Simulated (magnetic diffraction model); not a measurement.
# Tb3Sc2Rh3 below its ordering temperature

Space group P6_3/mcm (no. 193), a = 8.0110 Å, c = 6.2130 Å.

```csv
site,atom,x,y,z
6g,Tb,0.7458,0.7458,3/4
6g,Rh,0.4034,0.4034,3/4
4d,Sc,1/3,2/3,0
```

The compound is invented for this exercise: a known structure type with other elements, its cell scaled to their sizes and not relaxed.

Only Tb is taken to order (form factors of Tb3+); orders and moment sizes are assumed, and not adapted to the symmetry. Radiation: neutrons of λ = 4.2 Å, 3° to 80°; isotropic B of 0.12 Å² (Tb), 0.16 Å² (Rh) and 0.17 Å² (Sc). The intensities are simulated: I ∝ L Σ (|F_N|² + |F_M⊥|²) for unpolarised neutrons, with F_M = 2.695 fm/μB × Σ f(s) S exp(2πi Q·r) exp(−B s²) at Q = H ± k (one set where k and −k are equivalent), only the part normal to Q counting and L = 1/(sin²θ cos θ). For collinear order S is the moment m, which repeats by lattice and centring translations R with the sign exp(−2πi k·R). Form factors are spin-only for 3d ions and dipole or tabulated for f ions, scattering lengths are Sears's of 1992, and absorption is left out. A label names one of the reflections at its angle. The strongest nuclear line in the range is 100, and lines under 0.2 are left out.

Above the ordering temperature:

```tsv
2θ (°)	index	I
35.24	(1 0 0)	100.0
63.24	(1 1 0)	38.3
74.51	(2 0 0)	33.8
77.19	(1 1 1)	6.0
```

Below it (cell unchanged):

```
2θ (°)      I
 17.41  282.5
 30.39  426.0
 35.24  100.0
 43.47  168.5
 47.21   76.5
 50.65  268.7
 54.01   34.6
 63.20    0.3
 63.24   38.3
 66.14    0.3
 68.95   43.2
 74.51   33.8
 77.19    6.0
 79.86  308.4
```

**Question.** Check that the new lines index with k = (1/2 1/2 0), then choose among these models:
A. collinear moments along [100], 7.2 μB on Tb; signs + at (0.7458, 0.7458, 3/4), + at (0, 0.2542, 3/4), + at (0.2542, 0, 3/4), − at (0.2542, 0.2542, 1/4), − at (0, 0.7458, 1/4), − at (0.7458, 0, 1/4)
B. collinear moments along [101], 7.2 μB on Tb; signs + at (0.7458, 0.7458, 3/4), + at (0, 0.2542, 3/4), + at (0.2542, 0, 3/4), − at (0.2542, 0.2542, 1/4), − at (0, 0.7458, 1/4), − at (0.7458, 0, 1/4)
C. collinear moments along [100], 7.2 μB on Tb; signs + at (0.7458, 0.7458, 3/4), − at (0, 0.2542, 3/4), + at (0.2542, 0, 3/4), − at (0.2542, 0.2542, 1/4), + at (0, 0.7458, 1/4), + at (0.7458, 0, 1/4)
D. collinear moments along [101], 7.2 μB on Tb; signs + at (0.7458, 0.7458, 3/4), − at (0, 0.2542, 3/4), + at (0.2542, 0, 3/4), − at (0.2542, 0.2542, 1/4), + at (0, 0.7458, 1/4), + at (0.7458, 0, 1/4)

The new lines index as (1/2 -1/2 0) at 17.41°, (1/2 1/2 0) at 30.39°, (1/2 -1/2 1) at 43.47° and (3/2 -1/2 0) at 47.21°, that is as H ± k with k = (1/2 1/2 0), one of 3 inequivalent arms of its star (k and −k counted as one), which a powder can't tell apart. Half indices mean that the moments reverse under translations with k·R a half-integer, and the magnetic cell has twice the primitive volume.

Magnetic intensity, observed (below minus above) and for each model:

| 2θ (°) | index | observed | A | B | C | D |
| --- | --- | --- | --- | --- | --- | --- |
| 17.41 | (1/2 -1/2 0) | 282.5 | 282.5 | 600.9 | 145.1 | 308.6 |
| 30.39 | (1/2 1/2 0) | 426.0 | 426.0 | 479.3 | 82.0 | 92.2 |
| 43.47 | (1/2 -1/2 1) | 168.5 | 168.5 | 117.3 | 572.1 | 398.3 |
| 47.21 | (3/2 -1/2 0) | 76.5 | 76.5 | 109.7 | 258.0 | 287.1 |
| 50.65 | (1/2 1/2 1) | 268.7 | 268.7 | 209.6 | 126.1 | 98.4 |
| 63.20 | (3/2 -1/2 1) | 0.3 | 0.3 | 0.3 | 128.8 | 123.0 |
| 66.14 | (3/2 1/2 0) | 0.3 | 0.3 | 0.3 | 69.7 | 79.7 |
| 79.86 | (3/2 1/2 1) | 308.4 | 308.4 | 298.3 | 180.4 | 185.7 |

Model A matches.

The structure used: k = (1/2 1/2 0), collinear moments along [100], 7.2 μB on Tb; signs + at (0.7458, 0.7458, 3/4), + at (0, 0.2542, 3/4), + at (0.2542, 0, 3/4), − at (0.2542, 0.2542, 1/4), − at (0, 0.7458, 1/4), − at (0.7458, 0, 1/4).

[Logs are printed without paths, hosts, clocks, repeated set-up lines and the standing remarks that a program may print on its own settings, such as how far it seeks lower states.]
